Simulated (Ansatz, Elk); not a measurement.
# YTlBi2: X-ray structure factors from the self-consistent density

The structure of YTlBi2 used here is made up (a known structure type with other elements) and was relaxed beforehand with PBE. The aim is the Fourier transform of its all-electron density, F(hkl), set beside the sum over free spherical atoms that refinements use.

Method: DFT, PBE, all-electron APW+lo, Dirac cores, scalar-relativistic bands, static density, no spin, in Elk 11.2.3 (patched build).

The structure was built from a prototype and need not be the compound's stable phase.

### 1. The starting structure

It takes space group P4/nmm (No. 129, tetragonal). The conventional cell has a = 4.594 Å, b = 4.594 Å, c = 11.714 Å, α = 90.00°, β = 90.00°, γ = 90.00°. Nearest to Bi lie 4 Bi at 3.25 Å and 4 Y at 3.39 Å. Nearest to Bi lie 4 Y at 3.31 Å and 4 Tl at 3.55 Å. Nearest to Tl lie 4 Tl at 3.25 Å and 4 Bi at 3.55 Å. Y has 8 Bi at 3.31 to 3.39 Å nearest. Farther neighbours are not listed.

### 2. Ground state and structure factors

An all-electron density is needed, since X-rays see the cores too. Task 0 finds the density and task 195 Fourier-transforms it; tshift is off so that phases refer to the origin typed.

File elk.in:

```
tasks
  0
  195

xctype
  20

spinpol
  .false.

rgkmax
  7.0

gmaxvr
  14.0

lmaxo
  7

lmaxapw
  8

swidth
  0.002

tshift
  .false.

ramdisk
  .false.

hmaxvr
  5.5

maxscl
  120

epspot
  1e-06

sppath
  './'

avec
  8.68159831722 0.00000000000 0.00000000000
  0.00000000000 8.68159831722 0.00000000000
  0.00000000000 0.00000000000 22.13574299346

atoms
  3
  'Bi.in'
  4
  0.5000000000 0.5000000000 0.5000000000   0.000000 0.000000 0.000000
  0.0000000000 -0.0000000000 0.5000000000   0.000000 0.000000 0.000000
  0.5000000000 -0.0000000000 0.2311844002   0.000000 0.000000 0.000000
  -0.0000000000 0.5000000000 0.7688155998   0.000000 0.000000 0.000000
  'Tl.in'
  2
  0.5000000000 0.5000000000 -0.0000000000   0.000000 0.000000 0.000000
  -0.0000000000 0.0000000000 0.0000000000   0.000000 0.000000 0.000000
  'Y.in'
  2
  0.5000000000 0.0000000000 0.7128992505   0.000000 0.000000 0.000000
  -0.0000000000 0.5000000000 0.2871007495   0.000000 0.000000 0.000000

ngridk
  5 5 2
```

Started as:

```
> OMP_NUM_THREADS=4 elk
```

Numbers of over 12 decimals in the logs are rounded to 6 here.

Log:

```text
┌─────────────────────────┐
│ Elk code version 11.2.3 │
└─────────────────────────┘

All units are atomic (Hartree, Bohr, etc.)

┌─────────────────────────────────────────────────┐
│ Ground-state run starting from atomic densities │
└─────────────────────────────────────────────────┘

Lattice vectors :
   8.681598317       0.000000000       0.000000000
   0.000000000       8.681598317       0.000000000
   0.000000000       0.000000000       22.13574299

Reciprocal lattice vectors :
  0.7237360078       0.000000000       0.000000000
   0.000000000      0.7237360078       0.000000000
   0.000000000       0.000000000      0.2838479517

Unit cell volume      :    1668.374255
Brillouin zone volume :   0.1486777998

Muffin-tin inner radius fraction :   0.1000000000E-01

Nuclei treated as point charges

Species : 1 (Bi)
 parameters loaded from : Bi.in
 name : bismuth
 nuclear charge    :   -83.00000000
 electronic charge :    83.00000000
 atomic mass :    380947.9285
 muffin-tin radius :    2.800000000
 number of radial points in muffin-tin :   1393
 inner part over the whole radius :   0.9976520004E-02
 number on inner part of muffin-tin    :   1001
 approximate nuclear radius :   0.1052171418E-03
 number of mesh points to nuclear radius :    526
 atomic positions (lattice), magnetic fields (Cartesian) :
  1 :   0.50000000  0.50000000  0.50000000    0.00000000  0.00000000  0.00000000
  2 :   0.00000000  0.00000000  0.50000000    0.00000000  0.00000000  0.00000000
  3 :   0.50000000  0.00000000  0.23118440    0.00000000  0.00000000  0.00000000
  4 :   0.00000000  0.50000000 -0.23118440    0.00000000  0.00000000  0.00000000

Species : 2 (Tl)
 parameters loaded from : Tl.in
 name : thallium
 nuclear charge    :   -81.00000000
 electronic charge :    81.00000000
 atomic mass :    372567.9643
 muffin-tin radius :    2.800000000
 number of radial points in muffin-tin :   1393
 inner part over the whole radius :   0.9893942913E-02
 number on inner part of muffin-tin    :   1000
 approximate nuclear radius :   0.1043008296E-03
 number of mesh points to nuclear radius :    525
 atomic positions (lattice), magnetic fields (Cartesian) :
  1 :   0.50000000  0.50000000  0.00000000    0.00000000  0.00000000  0.00000000
  2 :   0.00000000  0.00000000  0.00000000    0.00000000  0.00000000  0.00000000

Species : 3 (Y)
 parameters loaded from : Y.in
 name : yttrium
 nuclear charge    :   -39.00000000
 electronic charge :    39.00000000
 atomic mass :    162065.4503
 muffin-tin radius :    2.600000000
 number of radial points in muffin-tin :   1193
 inner part over the whole radius :   0.9871815862E-02
 number on inner part of muffin-tin    :    847
 approximate nuclear radius :   0.8135895711E-04
 number of mesh points to nuclear radius :    416
 atomic positions (lattice), magnetic fields (Cartesian) :
  1 :   0.50000000  0.00000000 -0.28710075    0.00000000  0.00000000  0.00000000
  2 :   0.00000000  0.50000000  0.28710075    0.00000000  0.00000000  0.00000000

Total number of atoms per unit cell :    8
Total muffin-tin volume :    698.9582887
 ratio of muffin-tin to unit cell volume :   0.4189457411

Spin treatment :
 spin-unpolarised

Number of Bravais lattice symmetries :   16
Number of crystal symmetries         :   16
Crystal has no inversion symmetry
Complex Hermitian eigensolver will be used

k-point grid :      5     5     2
k-point offset :    0.000000000       0.000000000       0.000000000
k-point set is reduced with full crystal symmetry group
Total number of k-points :       12

Muffin-tin radius times maximum |G+k| :    7.000000000
 using average radius
Maximum |G+k| for APW functions       :    2.545454545
Maximum (1/2)|G+k|²                   :    3.239669421
Maximum |G| for potential and density :    14.00000000
Constant for pseudocharge density :   10
 order of it for each species :   17  17  17
 order of it for pair densities of each species (exact exchange by exxq0 0: 18) :   10  10   8
Radial integration step length :    1

[...]
exchange                    :     -2543.5372314084
 correlation                 :     -34.393044022389
 electron entropic           :    -0.17582336497137E-02
 total energy                :     -133677.51215624

Density of states at Fermi energy :    140.0137281
 (states/Hartree/unit cell)

Estimated indirect band gap :   0.2236703984E-02
 from k-point 12 to k-point 10
Estimated direct band gap   :   0.8898603828E-02
 at k-point 5

Charges :
 core                        :    452.0000000
 valence                     :    120.0000000
 interstitial                :    14.58782758
 muffin-tins (core leakage)
  species : 1 (Bi)
[...]
species : 2 (Tl)
[...]
species : 3 (Y)
[...]
total in muffin-tins        :    557.4121724
 total calculated charge     :    571.9967751
 total charge                :    572.0000000
 error                       :   0.3224907484E-02

RMS change in Kohn-Sham potential (target) :   0.1975280325     (  0.1000000000E-05)
Absolute change in total energy (target)   :   0.3461227442     (  0.1000000000E-03)

[... loops 3 to 17 left out ...]

┌──────────────────┐
│ Loop number : 18 │
└──────────────────┘

Energies :
 Fermi                       :     0.229560
 sum of occupied eigenvalues :     -82552.435437306
 electron kinetic            :      155001.09073946
 core electron kinetic       :      153833.13457470
 Coulomb                     :     -286097.57896910
 Coulomb potential           :     -234180.05513679
 nuclear-nuclear             :     -10225.737179890
 electron-nuclear            :     -317735.10275713
 Hartree                     :      41863.260967917
 Madelung                    :     -169007.55140071
 xc potential                :     -3373.4710399729
 exchange                    :     -2543.9828832233
 correlation                 :     -34.396890787150
 electron entropic           :    -0.18188246049438E-02
 total energy                :     -133674.86982248

Density of states at Fermi energy :    138.3763170
 (states/Hartree/unit cell)

Estimated indirect band gap :   0.2179726776E-02
 from k-point 12 to k-point 3
Estimated direct band gap   :   0.8699976031E-02
 at k-point 11

Charges :
 core                        :    452.0000000
 valence                     :    120.0000000
 interstitial                :    14.28854225
 muffin-tins (core leakage)
  species : 1 (Bi)
[...]
species : 2 (Tl)
[...]
species : 3 (Y)
[...]
total in muffin-tins        :    557.7114577
 total calculated charge     :    571.9968847
 total charge                :    572.0000000
 error                       :   0.3115319708E-02

RMS change in Kohn-Sham potential (target) :   0.6281050752E-07 (  0.1000000000E-05)
Absolute change in total energy (target)   :   0.7853977149E-04 (  0.1000000000E-03)

Convergence targets achieved

┌──────────────────┐
│ Loop number : 19 │
└──────────────────┘

Energies :
 Fermi                       :     0.229560
 sum of occupied eigenvalues :     -82552.435452489
 electron kinetic            :      155001.09071997
 core electron kinetic       :      153833.13456204
 Coulomb                     :     -286097.57896443
 Coulomb potential           :     -234180.05513321
 nuclear-nuclear             :     -10225.737179890
 electron-nuclear            :     -317735.10275157
 Hartree                     :      41863.260967034
 Madelung                    :     -169007.55139782
 xc potential                :     -3373.4710392481
 exchange                    :     -2543.9828832235
 correlation                 :     -34.396890789319
 electron entropic           :    -0.18188256083103E-02
 total energy                :     -133674.86983730

Density of states at Fermi energy :    138.3764261
 (states/Hartree/unit cell)

Estimated indirect band gap :   0.2179718819E-02
 from k-point 12 to k-point 3
Estimated direct band gap   :   0.8699974258E-02
 at k-point 11

Charges :
 core                        :    452.0000000
 valence                     :    120.0000000
 interstitial                :    14.28854227
 muffin-tins (core leakage)
  species : 1 (Bi)
[...]
species : 2 (Tl)
[...]
atom 2                    :    79.58106196     (  0.3657304745E-04)
  species : 3 (Y)
   atom 1                    :    36.69548636     (  0.8496306350E-05)
   atom 2                    :    36.69548636     (  0.8496306350E-05)
 total in muffin-tins        :    557.7114577
 total calculated charge     :    571.9968847
 total charge                :    572.0000000
 error                       :   0.3115319768E-02

┌──────────────────────────────┐
│ Self-consistent loop stopped │
└──────────────────────────────┘

Warning : core states of species 1 leak from the muffin-tin :   0.6807823560E-03

Wrote STATE.OUT
```

Elapsed: 78 s, on 4 threads of Intel Xeon Platinum 8375C at 2.90GHz (Ice Lake), shared host; peak memory 0.46 GiB.

SFACRHO.OUT:

```text

h k l indices transformed by vhmat matrix:
   1.000000000       0.000000000       0.000000000    
   0.000000000       1.000000000       0.000000000    
   0.000000000       0.000000000       1.000000000    

      h      k      l  multipl.   |H|            Re(F)            Im(F)           |F|

      0      0      0      1   0.0000000       572.00000      0.17228305E-15   572.00000    
      0      0      1      2  0.28384795      -2.1738052     -0.46306688E-13   2.1738052    
      0      0      2      2  0.56769590       95.109035      0.98401712E-13   95.109035    
      0     -1      0      4  0.72373601       0.0000000     -0.31969692E-13  0.31969692E-13
      0     -1     -1      4  0.77740817      0.14470840E-14  -85.964529       85.964529    
      0      1      1      4  0.77740817      0.14470840E-14   85.964529       85.964529    
      0      0     -3      2  0.85154385      -12.088949      0.20838010E-12   12.088949    
      0     -1     -2      4  0.91982197     -0.57883360E-14  -65.558724       65.558724    
      0      1      2      4  0.91982197     -0.57883360E-14   65.558724       65.558724    
     -1      1      0      4   1.0235173       79.922063      0.10301746E-14   79.922063    
      1      1      1      8   1.0621475      -5.2450662     -0.23153344E-13   5.2450662    
      1      0     -3      4   1.1175512      0.14470840E-13  -87.676936       87.676936    
     -1      0      3      4   1.1175512      0.14470840E-13   87.676936       87.676936    
      0      0      4      2   1.1353918       454.84475      0.18522675E-12   454.84475    
     -1      1      2      8   1.1704129       482.38208      0.92613376E-13   482.38208    
     -1     -1     -3      8   1.3314333       6.5431178      0.18233258E-12   6.5431178    
      1      0     -4      4   1.3464429     -0.28941680E-14  -112.62102       112.62102    
      1      0      4      4   1.3464429     -0.20259176E-13   112.62102       112.62102
```

Elk indexes on the primitive cell of elk.in and gives |H| = 4π sin θ/λ in inverse bohr. Below, one row stands for each form hkl of the conventional cell (m members, Friedel mates merged), F is for one primitive cell and the density is static (no thermal factor). Free-atom factors are Waasmaier and Kirfel's, and R is Σm||F|−|F'||/Σm|F|.

```
hkl  m  sin θ/λ (Å⁻¹)  abs F, DFT  neutral atoms   diff.  abs of complex diff.
001  2          0.043       2.174          2.115  +0.058                 0.058
002  2          0.085      95.109         95.457  -0.348                 0.348
100  4          0.109       0.000          0.000  +0.000                 0.000
101  8          0.117      85.965         86.004  -0.040                 0.040
003  2          0.128      12.089         12.293  -0.204                 0.204
102  8          0.138      65.559         65.357  +0.202                 0.202
110  4          0.154      79.922         79.782  +0.140                 0.140
111  8          0.160       5.245          5.214  +0.031                 0.031
103  8          0.168      87.677         87.570  +0.107                 0.107
004  2          0.171     454.845        455.079  -0.234                 0.234
112  8          0.176     482.382        482.961  -0.579                 0.579
113  8          0.200       6.543          6.567  -0.024                 0.024
104  8          0.203     112.621        112.813  -0.192                 0.192
005  2          0.213      19.279         19.033  +0.246                 0.246
```

### 3. The highest occupied states alone

An energy window below the Fermi level keeps the highest occupied states, to see at which angles they scatter; shallow core shells can lie inside it and anion s states outside. No new self-consistency is needed.

elk.in, as its differences from that of step 2:

```diff
@@ -1,3 +1,2 @@
 tasks
-  0
   195
@@ -40,2 +39,5 @@
 
+wsfac
+  -0.321680 0.529560
+
 sppath
```

Started as:

```
> OMP_NUM_THREADS=4 elk
```

Log:

```text
┌─────────────────────────────────┐
│ Elk code version 11.2.3 started │
└─────────────────────────────────┘

Info(readinput): the functional depends on the density's gradient
 muffin-tin radial points multiplied by    2.00000
 (not where nrmtscf is given)

┌────────────────────┐
│ Current task : 195 │
└────────────────────┘

Info(sfacrho): density structure factors written to SFACRHO.OUT

 Energy window :  -0.3216800000      0.5295600000

┌──────────────────┐
│ Elk code stopped │
└──────────────────┘
```

Run time: 36 s. Hardware: 4 threads; peak memory 0.29 GiB.

States within 15 eV below the Fermi level hold 52.00 electrons; any levels below the window count with the cores. Their amplitudes can exceed the total, where window and core parts have opposite phase:

```
hkl  sin θ/λ (Å⁻¹)  abs F, window  abs F, all
001          0.043         15.589       2.174
002          0.085         18.773      95.109
100          0.109          0.000       0.000
101          0.117          3.042      85.965
003          0.128         13.009      12.089
102          0.138          1.301      65.559
110          0.154         14.372      79.922
111          0.160         11.842       5.245
103          0.168          1.532      87.677
004          0.171         16.334     454.845
```

### 4. Another functional

The difference from free atoms is small, so it is set against the change that PBEsol makes.

elk.in, as its differences from that of step 3:

```diff
@@ -1,2 +1,3 @@
 tasks
+  0
   195
@@ -4,3 +5,3 @@
 xctype
-  20
+  22
 
@@ -39,5 +40,2 @@
 
-wsfac
-  -0.321680 0.529560
-
 sppath
```

Started as:

```
> OMP_NUM_THREADS=4 elk
```

Log:

```text
┌─────────────────────────┐
│ Elk code version 11.2.3 │
└─────────────────────────┘

All units are atomic (Hartree, Bohr, etc.)

┌─────────────────────────────────────────────────┐
│ Ground-state run starting from atomic densities │
└─────────────────────────────────────────────────┘

Lattice vectors :
   8.681598317       0.000000000       0.000000000
   0.000000000       8.681598317       0.000000000
   0.000000000       0.000000000       22.13574299

Reciprocal lattice vectors :
  0.7237360078       0.000000000       0.000000000
[...]
species : 1 (Bi)
[...]
species : 2 (Tl)
[...]
species : 3 (Y)
   atom 1                    :    36.69036655     (  0.8542818907E-05)
   atom 2                    :    36.69036655     (  0.8542818907E-05)
 total in muffin-tins        :    557.6888629
 total calculated charge     :    571.9968705
 total charge                :    572.0000000
 error                       :   0.3129499657E-02

┌──────────────────────────────┐
│ Self-consistent loop stopped │
└──────────────────────────────┘

Warning : core states of species 1 leak from the muffin-tin :   0.6844032971E-03

Wrote STATE.OUT
[key lines of the parts left out:]
total energy                :     -133637.06268226
```

Run time: 79 s. Hardware: 4 threads; peak memory 0.46 GiB; 3.1 min of CPU time.

Against the first run R = 0.01 %; the largest change is -0.034 at 004.

### 5. Basis size

The basis and the expansions that go with it are enlarged, to see whether the differences are converged.

elk.in, as its differences from that of step 4:

```diff
@@ -5,3 +5,3 @@
 xctype
-  22
+  20
 
@@ -11,12 +11,12 @@
 rgkmax
-  7.0
+  8.5
 
 gmaxvr
-  14.0
+  18.0
 
 lmaxo
-  7
+  9
 
 lmaxapw
-  8
+  10
```

Started as:

```
> OMP_NUM_THREADS=4 elk
```

Log:

```text
┌─────────────────────────┐
│ Elk code version 11.2.3 │
└─────────────────────────┘

All units are atomic (Hartree, Bohr, etc.)

┌─────────────────────────────────────────────────┐
│ Ground-state run starting from atomic densities │
└─────────────────────────────────────────────────┘

Lattice vectors :
   8.681598317       0.000000000       0.000000000
   0.000000000       8.681598317       0.000000000
   0.000000000       0.000000000       22.13574299

Reciprocal lattice vectors :
  0.7237360078       0.000000000       0.000000000
[...]
species : 1 (Bi)
[...]
species : 2 (Tl)
[...]
species : 3 (Y)
   atom 1                    :    36.70849874     (  0.8508600548E-05)
   atom 2                    :    36.70849874     (  0.8508600548E-05)
 total in muffin-tins        :    557.7884094
 total calculated charge     :    571.9972118
 total charge                :    572.0000000
 error                       :   0.2788244622E-02

┌──────────────────────────────┐
│ Self-consistent loop stopped │
└──────────────────────────────┘

Warning : core states of species 1 leak from the muffin-tin :   0.6803438154E-03

Wrote STATE.OUT
[key lines of the parts left out:]
total energy                :     -133674.92665332
```

Run time: 3.2 min. Hardware: 4 threads; peak memory 0.81 GiB; 7.2 min of CPU time.

Against the first run R = 0.00 %; the largest change is -0.029 at 312.

### 6. Settings against the effect

```
                              run  R against the first run (%)  R against neutral atoms, low angle (%)  wall time
                    PBE, rgkmax 7                         0.00                                    0.14       78 s
                           PBEsol                         0.01                                    0.14       79 s
rgkmax 8.5 with larger expansions                         0.00                                    0.14    3.2 min
```

### 7. Results

| Item | Value |
| --- | --- |
| R against neutral atoms, sin θ/λ < 0.3 Å⁻¹ | 0.14 % |
| R against neutral atoms, 0.3 to 0.56 Å⁻¹ | 0.04 % |

**Reading.** Independent neutral atoms miss the calculated amplitudes by R = 0.14 % below 0.3 Å⁻¹ and 0.04 % from there to 0.56 Å⁻¹; by shells, 0.22 % below 0.15 Å⁻¹ (5 forms), 0.13 % 0.15 to 0.3 (24 forms), 0.05 % 0.3 to 0.45 (49 forms), 0.04 % above 0.45 (64 forms). Bonding, aspherical density and the tables' own atoms all enter these figures, and the runs don't part them. The largest change of an amplitude is -0.87 electrons, at 200. Weak lines can change much in proportion: 201 goes from 0.33 to 0.43. The window's part falls from 52.0 electrons at the origin to at most 0.85 between 0.45 and 0.56 Å⁻¹, where compact states inside the window still scatter. The window holds more than the 32 outer electrons of the free atoms, so shallow core shells lie inside it. Below 0.3 Å⁻¹ the changes that finished (PBEsol and rgkmax 8.5 with larger expansions) move F by R = 0.01 % at most, against the 0.14 % that separates it from free atoms. The k-mesh has no finished test. Spin-orbit coupling is left out, which can matter for elements this heavy. Part of the difference isn't bonding: the tables are fits to free atoms and ions calculated by other methods than this functional. Thermal motion, anomalous dispersion and extinction are left out.

[Logs are printed without paths, hosts, clocks, repeated set-up lines and the standing remarks that a program may print on its own settings, such as how far it seeks lower states.]

[Hosts, paths, dates, database ids (printed as entryN), source tags and the programs' standing remarks are cut or masked in the printed files.]
